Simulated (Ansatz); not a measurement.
# 1T-CrSeTe monolayer in a perpendicular field

What dipole does a perpendicular field induce in the 1T-CrSeTe monolayer? A positive field points along +c.

Program: Ansatz 0.2.0. Level of theory: plane-wave DFT, PBE-D3(BJ), Ansatz PAW (set soft_1); PAW set soft_1. Results are calculated unless marked as measured.

This is a report of a sequence of runs, with most program output left out.

**1. The structure**

The cell holds 3 atoms: 1 Te, 1 Cr and 1 Se. Its edges and angles: a = 3.450 Å, b = 3.450 Å, c = 37.412 Å, α = 90.0°, β = 90.0°, γ = 120.0°. Vacuum lies along c.

**2. Relaxation**

The starting cell is a guess, so the in-plane lattice and the atoms are relaxed first, with the slab cut off from its images along the normal.

Input file input.yaml:

```yaml
crystal:
  lattice:
    - [3.45, 0.0, 0.0]
    - [-1.725, 2.9877876431, 0.0]
    - [0.0, 0.0, 37.4116783408]
  atoms:
    - { symbol: Te, position: [0.6666666667, 0.3333333333, 0.4570765269] }
    - { symbol: Cr, position: [0.0, 0.0, 0.5038365676], spin: 3.0 }
    - { symbol: Se, position: [0.3333333333, 0.6666666667, 0.5429234731] }
  periodic: [true, true, false]
magnetization:
  spin_polarized: true
kpoints:
  mp_grid: { grid: [12, 12, 1] }
hamiltonian:
  xc: pbe
  dispersion: d3bj
  pseudopotentials: { kind: paw, azcp: { folder: soft_1 } }
scf:
  occupations: { method: fermi_dirac, width: 0.05 }
  convergence: { dr2_threshold: 1.0e-09 }
relax:
  f_tol: 0.004
  max_steps: 90
  cell: {}
output:
  write_potential: true
  write_density: true
  volumetric_format: npy
```

Run with:

```console
$ ansatz run input.yaml --threads 2 --pin off --max-ram 3072MiB --backend cpu --events-out ev --progress --plain --runs-dir out
```

The job ended after 2.4 min (2 threads of Intel Xeon Platinum 8488C (Sapphire Rapids), shared host; peak memory 0.88 GiB; 4.8 min of CPU time).

The steps of the relaxation:

```
step  energy less that of the first step (eV)  largest force component (eV/Å)  volume (Å³)
   1                                   0.0000                          2.3494       385.63
   2                                  -0.0135                          1.0566       411.43
   3                                  -0.1365                          0.7134       412.72
   4                                  -0.1828                          0.6039       409.60
   5                                  -0.2150                          0.1525       405.40
   6                                  -0.2199                          0.0537       401.70
   7                                  -0.2219                          0.0253       397.11
   8                                  -0.2220                          0.0013       396.77
  9*                                  -0.2224                          0.0012       396.77
```

Relaxation steps marked * repeat the geometry before them on a plane-wave basis chosen anew for their cell, so energy and pressure can jump there.

Forces are held to the 6 operations that the run works with; a distortion that breaks them can't arise in this run.

```
cell as run  before  after  change
      a (Å)   3.450  3.499  +1.4 %
      b (Å)   3.450  3.499  +1.4 %
```

The atoms that moved most (Å, along periodic axes as changes of fractional coordinates times the final cell, across vacuum about the mean position):

```
atom     dx     dy      dz  length
 Cr2  0.000  0.000   0.067   0.067
 Se3  0.000  0.000  -0.035   0.035
 Te1  0.000  0.000  -0.032   0.032
```

Final coordinates:

```cif
data_structure
_symmetry_space_group_name_H-M 'P 1'
_symmetry_Int_Tables_number 1
_cell_length_a 3.4994
_cell_length_b 3.4994
_cell_length_c 37.4117
_cell_angle_alpha 90.000
_cell_angle_beta 90.000
_cell_angle_gamma 120.000
_cell_volume 396.77
loop_
_atom_site_label
_atom_site_type_symbol
_atom_site_fract_x
_atom_site_fract_y
_atom_site_fract_z
_atom_site_occupancy
Te1 Te 0.66667 0.33333 0.45621 1
Cr2 Cr 0.00000 0.00000 0.50564 1
Se3 Se 0.33333 0.66667 0.54198 1
```

This step gave:

* energy at zero smearing: -15828.9213 eV
* total moment: 2.401 μB
* site moments: -0.1319, 2.450, -0.1086 μB

Site moment by atom:

```
atom  site moment (μB)
 Te1             -0.13
 Cr2              2.45
 Se3             -0.11
```

The lattice constant a goes from 3.450 to 3.499 Å.

**3. Single point, field 0**

A sawtooth potential applies the field, turning back in the middle of the vacuum. With the dipole correction the typed value is the field outside the slab. The induced dipole is small, so the SCF threshold is tight.

The cell differs from the one that the last finished run ended in (c 37.412 → 21.209 Å).

Input file input.yaml:

```yaml
crystal:
  lattice:
    - [3.4994425319, 0.0, 0.0]
    - [-1.7497212659, 3.0306061317, 0.0]
    - [0.0, 0.0, 21.2088202923]
  atoms:
    - { symbol: Te, position: [0.6666666667, 0.3333333333, 0.4243517497], spin: -0.13 }
    - { symbol: Cr, position: [0.0, 0.0, 0.511539752], spin: 2.45 }
    - { symbol: Se, position: [0.3333333333, 0.6666666667, 0.5756482503], spin: -0.11 }
magnetization:
  spin_polarized: true
kpoints:
  mp_grid: { grid: [18, 18, 1] }
  band_path:
    path: [[0, 0, 0], [0.5, 0, 0], [0.33333333, 0.33333333, 0], [0, 0, 0]]
    npoints: 16
hamiltonian:
  xc: pbe
  dispersion: d3bj
  pseudopotentials: { kind: paw, azcp: { folder: soft_1 } }
scf:
  occupations: { method: fermi_dirac, width: 0.02585 }
  convergence: { dr2_threshold: 1.0e-10 }
efield:
  axis: 3
  dipole_correction: true
  ramp_position: 0.97
  ramp_width: 0.06
  amplitude: 0
output:
  dos: { projected: true, e_range: [-6, 5] }
  write_potential: true
  write_density: true
  volumetric_format: npy
  elf: true
```

Wall time 33 s (2 threads); peak memory 0.87 GiB.

Numbers from this step:

```
energy at zero smearing        : -15828.9199 eV
total moment                   : 2.451 μB
site moments                   : -0.1205, 2.470, -0.1067 μB
work function, upper face      : 5.337 eV
work function, lower face      : 4.909 eV
dipole along the normal        : -0.02509 e·Å
step between the vacuum levels : 0.4282 eV
```

Running mean over a fixed 2.5 Å (it still follows the layers) of the planar mean; the ramp of the sawtooth is left out. Electron's electrostatic potential energy less the Fermi level against z:

```
z (Å)  electron's electrostatic potential energy less the Fermi level (eV)
  3.0                                                                 4.91
  3.5                                                                 4.91
  4.0                                                                 4.91
  4.5                                                                 4.91
  5.0                                                                 4.90
  5.5                                                                 4.89
  6.0                                                                 4.84
  6.5                                                                 4.61
  7.0                                                                 3.68
  7.5                                                                 1.46
  8.0                                                               -0.857
  8.5                                                                -3.17
  9.0                                                                -4.67
  9.5                                                                -5.93
 10.0                                                                -6.12
 10.5                                                                -6.04
 11.0                                                                -5.32
 11.5                                                                -5.01
 12.0                                                                -3.65
 12.5                                                                -1.39
 13.0                                                                0.899
 13.5                                                                 2.63
 14.0                                                                 4.12
 14.5                                                                 5.05
 15.0                                                                 5.27
 15.5                                                                 5.32
 16.0                                                                 5.33
 16.5                                                                 5.34
 17.0                                                                 5.34
 17.5                                                                 5.34
 18.0                                                                 5.34
```

The density of states has structure finer than the step of the table below, so its rows give means over 0.2 eV, whole bins alone (the curve runs from -6 to 1.99 eV). Peaks (eV: height): total -4.26: 6.87, -2.94: 5.42, -2.50: 5.87, -1.78: 5.25, -1.37: 5.29, -0.46: 11.9, 1.91: 6.00; up -4.26: 5.39, -2.94: 3.45, -2.50: 4.39, -1.37: 3.77, -0.71: 4.46, -0.46: 11.4, -0.24: 4.17; down -4.10: 3.00, -2.14: 2.63, -2.00: 3.28, -1.86: 3.23, -1.26: 2.06, 1.39: 2.64, 1.91: 5.22.

Table of density of states by energy, zero at the Fermi level; means over each step; values in states/eV a cell:

```
energy (eV)   total      up    down
       -5.8       0       0       0
       -5.6  0.0137  0.0137       0
       -5.4   0.400   0.388  0.0119
       -5.2   0.797   0.440   0.357
       -5.0   0.900   0.480   0.420
       -4.8    1.24   0.787   0.449
       -4.6    1.54   0.936   0.604
       -4.4    3.15    1.76    1.40
       -4.2    4.13    2.42    1.71
       -4.0    2.38   0.709    1.67
       -3.8    2.43    1.21    1.22
       -3.6    1.05   0.515   0.540
       -3.4    1.35   0.672   0.681
       -3.2    2.21    1.78   0.432
       -3.0    3.46    2.42    1.04
       -2.8    3.05    1.43    1.62
       -2.6    3.88    2.39    1.49
       -2.4    3.14    1.70    1.44
       -2.2    2.71    1.33    1.38
       -2.0    4.14    1.81    2.32
       -1.8    4.51    1.85    2.65
       -1.6    3.00    1.58    1.42
       -1.4    3.77    2.31    1.46
       -1.2    2.71    1.06    1.64
       -1.0    1.47   0.871   0.600
       -0.8    3.17    2.65   0.511
       -0.6    1.75    1.10   0.649
       -0.4    4.28    3.79   0.485
       -0.2    3.07    2.71   0.364
        0.0    1.39    1.09   0.300
        0.2    1.01   0.758   0.249
        0.4   0.839   0.630   0.209
        0.6   0.726   0.556   0.170
        0.8   0.805   0.455   0.350
        1.0    1.21   0.359   0.850
        1.2    2.32    1.21    1.11
        1.4    3.16    1.04    2.12
        1.6    2.02    1.42   0.601
        1.8    1.98   0.991   0.988
```

Projected DOS per atom over height of the atomic layer and energy from the Fermi level. Layers: Te Cr Se from below.

Ten even steps from '_' (0.00 states/eV) to '@' (2.14 states/eV), each cell a mean:
```
::%%..
..%%::
..==..
....__
....__
::--..
--@@..
::**::
----::
++**--
####++
====++
::****
--++**
::::--
::..--
==::++
++::**
::..::
......
______
______
```
Columns: height of the atomic layer (Å) from 9 to 12.2 (not evenly spaced); rows upwards: energy from the Fermi level (eV) from -5.96 to 1.96.

Projected DOS per atom, spin up over height of the atomic layer and energy from the Fermi level. Layers: Te Cr Se from below.

Values in states/eV, 22 rows by 3 columns, each cell a mean:
```
0.24 0.44 0.27
0.26 0.52 0.40
0.17 0.27 0.25
0.19 0.14 0.15
0.26 0.23 0.15
0.39 0.62 0.20
0.41 2.01 0.35
0.24 1.35 0.43
0.07 0.70 0.16
0.51 1.14 0.29
0.67 0.80 0.29
0.71 0.59 0.31
0.21 1.13 0.69
0.39 0.84 0.70
0.33 0.52 0.47
0.19 0.28 0.36
0.41 0.24 0.32
0.65 0.40 0.84
0.29 0.24 0.32
0.18 0.14 0.14
0.10 0.07 0.07
0.00 0.00 0.00
```
Columns: height of the atomic layer (Å) from 9 to 12.2 (not evenly spaced); rows upwards: energy from the Fermi level (eV) from -5.96 to 1.96.

Projected DOS per atom, spin down over height of the atomic layer and energy from the Fermi level. Layers: Te Cr Se from below.

Ten even steps from '0' (0.00 states/eV) to '9' (1.43 states/eV), each cell a mean:
```
290
090
050
010
000
100
100
200
312
413
546
235
224
314
002
202
415
314
100
100
000
000
```
Columns: height of the atomic layer (Å) from 9 to 12.2 (not evenly spaced); rows upwards: energy from the Fermi level (eV) from -5.96 to 1.96.

Deep bands are left out, so band numbers here count from the lowest band kept and differ from the log's. Electronic bands along the path, in eV, zero at the Fermi level; # counts the bands kept:

```
  point  up #6  up #7  up #8  up #9  down #4  down #5  down #6  down #7
      Γ  -1.17  -0.38   1.54   1.54    -1.68     1.27     1.27     1.60
halfway  -1.37  -0.76  -0.03   0.81    -1.77    -1.20     0.00     1.15
      M  -1.12  -0.80  -0.40  -0.34    -1.98    -1.93    -0.51     0.80
halfway  -2.06  -0.72  -0.46  -0.24    -2.35    -1.92    -1.81     1.39
      K  -2.33  -0.72  -0.38  -0.35    -3.05    -1.97    -1.90     1.80
halfway  -1.39  -0.80  -0.22   0.46    -2.03    -1.21    -0.92     1.40
      Γ  -1.17  -0.38   1.54   1.54    -1.68     1.27     1.27     1.60
```

Site moment by atom:

```
atom  site moment (μB)
 Te1             -0.12
 Cr2              2.47
 Se3             -0.11
```

Spin density in the ca plane at fractional y = 0.000, with atoms of Cr within 0.2 Å of it.

Values in e/Å³, 5 rows by 16 columns, each cell a mean:
```
0.0 0.0 0.0 0.0 0.0 0.0 0.0 0.0 0.5 0.9 0.0 0.0 0.0 0.0 0.0 0.0
0.0 0.0 0.0 0.0 0.0 0.0 0.0 0.0 0.0 0.1 0.0 0.0 0.0 0.0 0.0 0.0
0.0 0.0 0.0 0.0 0.0 0.0 0.0 0.0 0.0 0.0 0.0 0.0 0.0 0.0 0.0 0.0
0.0 0.0 0.0 0.0 0.0 0.0 0.0 0.0 0.1 0.2 0.0 0.0 0.0 0.0 0.0 0.0
0.0 0.0 0.0 0.0 0.0 0.0 0.0 0.0 0.8 1.5 0.1 0.0 0.0 0.0 0.0 0.0
```
Columns run along c (16.0 Å, from fractional 0.09 to 0.85 of the cell), rows up along a (3.5 Å). Atoms in or near the plane, at fractional coordinates: Cr at (0.51, 0.00).

Valence density in the ca plane at fractional y = 0.000, with atoms of Cr within 0.2 Å of it. It is the smooth field of the valence electrons, not physical close to the nuclei.

Ten steps, logarithmic in the rise over the least value, from '0' (0 e/Å³) to '9' (19 e/Å³), each cell a mean:
```
00000000000000011137985210000000000000000000
00000000000000111124553211000000000000000000
00000000000001122111222221100000000000000000
00000000000001222211112222100000000000000000
00000000000011222211112222100000000000000000
00000000000001222211112221100000000000000000
00000000000001111112332211000000000000000000
00000000000000011126774210000000000000000000
00000000000000001138996210000000000000000000
```
Columns run along c (16.0 Å, from fractional 0.17 to 0.92 of the cell), rows up along a (3.5 Å). Atoms in or near the plane, at fractional coordinates: Cr at (0.51, 0.00).

ELF in the ca plane at fractional y = 0.000, with atoms of Cr within 0.2 Å of it. It is the smooth field of the valence electrons, not physical close to the nuclei.

Values, 5 rows by 16 columns, each cell a mean:
```
0.00 0.00 0.00 0.01 0.10 0.27 0.26 0.57 0.26 0.16 0.02 0.00 0.00 0.00 0.00 0.00
0.00 0.00 0.01 0.10 0.46 0.55 0.47 0.21 0.54 0.57 0.20 0.01 0.00 0.00 0.00 0.00
0.00 0.00 0.01 0.17 0.63 0.55 0.52 0.29 0.66 0.70 0.35 0.03 0.00 0.00 0.00 0.00
0.00 0.00 0.00 0.06 0.35 0.51 0.41 0.23 0.44 0.45 0.13 0.01 0.00 0.00 0.00 0.00
0.00 0.00 0.00 0.01 0.06 0.19 0.25 0.70 0.26 0.11 0.01 0.00 0.00 0.00 0.00 0.00
```
Columns run along c (16.0 Å, from fractional 0.17 to 0.92 of the cell), rows up along a (3.5 Å). Atoms in or near the plane, at fractional coordinates: Cr at (0.51, 0.00).

The work function of the upper face is 5.34 eV.

**4. Atoms held, field 0.1 V/Å**

Edit input.yaml of step 3 so:

```diff
@@ -26,7 +26,6 @@
   dipole_correction: true
-  ramp_position: 0.97
-  ramp_width: 0.06
-  amplitude: 0
+  ramp_position: 0.9481
+  ramp_width: 0.0952
+  amplitude: 0.1
 output:
-  dos: { projected: true, e_range: [-6, 5] }
   write_potential: true
@@ -34,2 +33 @@
   volumetric_format: npy
-  elf: true
```

The job ended after 32 s (2 threads; peak memory 0.86 GiB; 62 s of CPU time).

The dipole is 0.00832 e·Å, 0.0334 e·Å from its value without field.

**5. Atoms held, field -0.1 V/Å**

Edit input.yaml of step 4 so:

```diff
@@ -28,3 +28,3 @@
   ramp_width: 0.0952
-  amplitude: 0.1
+  amplitude: -0.1
 output:
```

Run time: 31 s. Hardware: 2 threads; peak memory 0.87 GiB.

The dipole is -0.0585 e·Å, -0.0334 e·Å from its value without field.

**6. Response, atoms held**

This step: plane-wave DFT, PBE-D3(BJ), Ansatz PAW (set soft_1); response to a field along the normal, atoms held; PAW set soft_1 (Ansatz 0.2.0).

The dipoles give the slope, and the difference of two potentials shows where the field is screened.

This step gave:

```yaml
equivalent_conductor_thickness_p_eps_0ae: 5.699 Å
distance_between_the_outer_atoms: 3.209 Å
```

Dipole of the cell against applied field:

```
applied field (V/Å)  dipole of the cell (e·Å)
            -0.1000                   -0.0585
             0.0000                   -0.0251
             0.1000                   0.00832
```

The total moment stays at 2.45 μB for applied field from -0.1 to 0.1 V/Å.

Local field over the applied field, running mean. From the potentials at -0.1 and 0.1 V/Å; running mean over 2.5 Å. The local field over applied field by z:

```
z (Å)  local field over applied field
  4.5                           0.997
  5.0                           0.991
  5.5                           0.975
  6.0                           0.935
  6.5                           0.851
  7.0                           0.711
  7.5                           0.541
  8.0                           0.366
  8.5                           0.204
  9.0                          0.0887
  9.5                          0.0424
 10.0                          0.0274
 10.5                          0.0207
 11.0                          0.0314
 11.5                          0.0549
 12.0                           0.105
 12.5                           0.216
 13.0                           0.380
 13.5                           0.557
 14.0                           0.729
 14.5                           0.867
 15.0                           0.946
 15.5                           0.980
 16.0                           0.993
 16.5                           0.998
 17.0                           0.999
```

Electrons, planar mean, per unit field. The induced electron density by z:

```
z (Å)  induced electron density (e/Å³ per V/Å)
 4.12                                   5.9e-6
 4.57                                   1.6e-5
 5.01                                   4.2e-5
 5.45                                   1.1e-4
 5.89                                   2.6e-4
 6.33                                   6.0e-4
 6.78                                  0.00128
 7.22                                  0.00244
 7.66                                  0.00347
 8.10                                  0.00256
 8.54                                   7.3e-4
 8.98                                   8.1e-4
 9.43                                   4.2e-4
 9.87                                  -2.3e-4
10.31                                  -8.6e-4
10.90                                   2.9e-4
11.34                                   4.9e-4
11.78                                  -6.7e-4
12.22                                  -6.0e-4
12.67                                 -0.00150
13.11                                 -0.00358
13.55                                 -0.00312
13.99                                 -0.00172
14.43                                  -7.9e-4
14.88                                  -3.3e-4
15.32                                  -1.3e-4
15.76                                  -5.1e-5
16.20                                  -1.9e-5
16.64                                  -6.9e-6
17.08                                  -2.4e-6
```

By hand: between -0.1 and 0.1 V/Å the dipole changes by 0.06680 e·Å, a slope of 0.3340 e·Å²/V. A perfect conductor of thickness t has p = ε₀AEt, so t = 180.95 × 0.3340 / 10.605 = 5.70 Å (e/ε₀ = 180.95 V·Å, A in Å²).

The induced dipole is that of a conductor 5.70 Å thick.

**7. Summary of results**

- gap without field: none
- work function, upper face: 5.34 eV
- step between the vacuum levels: 0.428 eV
- equivalent conductor thickness, atoms held: 5.70 Å

In words: The induced dipole equals that of a perfect conductor 5.70 Å thick, while the outer atoms lie 3.21 Å apart. The two faces differ: the vacuum level above lies 0.43 eV higher than the one below. There is no gap over 0.03 eV, with or without the field. For an open d or f shell that can be the fault of a semilocal functional without a Hubbard term. The magnetic order is the one reached from the typed start; other orders were not compared. Spin-orbit coupling is left out, which matters for the bands of elements this heavy.

[Logs are printed without paths, hosts, clocks, repeated set-up lines and the standing remarks that a program may print on its own settings, such as how far it seeks lower states.]

[Hosts, paths, dates, database ids (printed as entryN), source tags and the programs' standing remarks are cut or masked in the printed files.]

[Maps of the electrostatic potential energy from Ansatz leave out the sawtooth potential of an applied field or a dipole correction, so their vacuum need not be flat; planar profiles and work functions include it.]
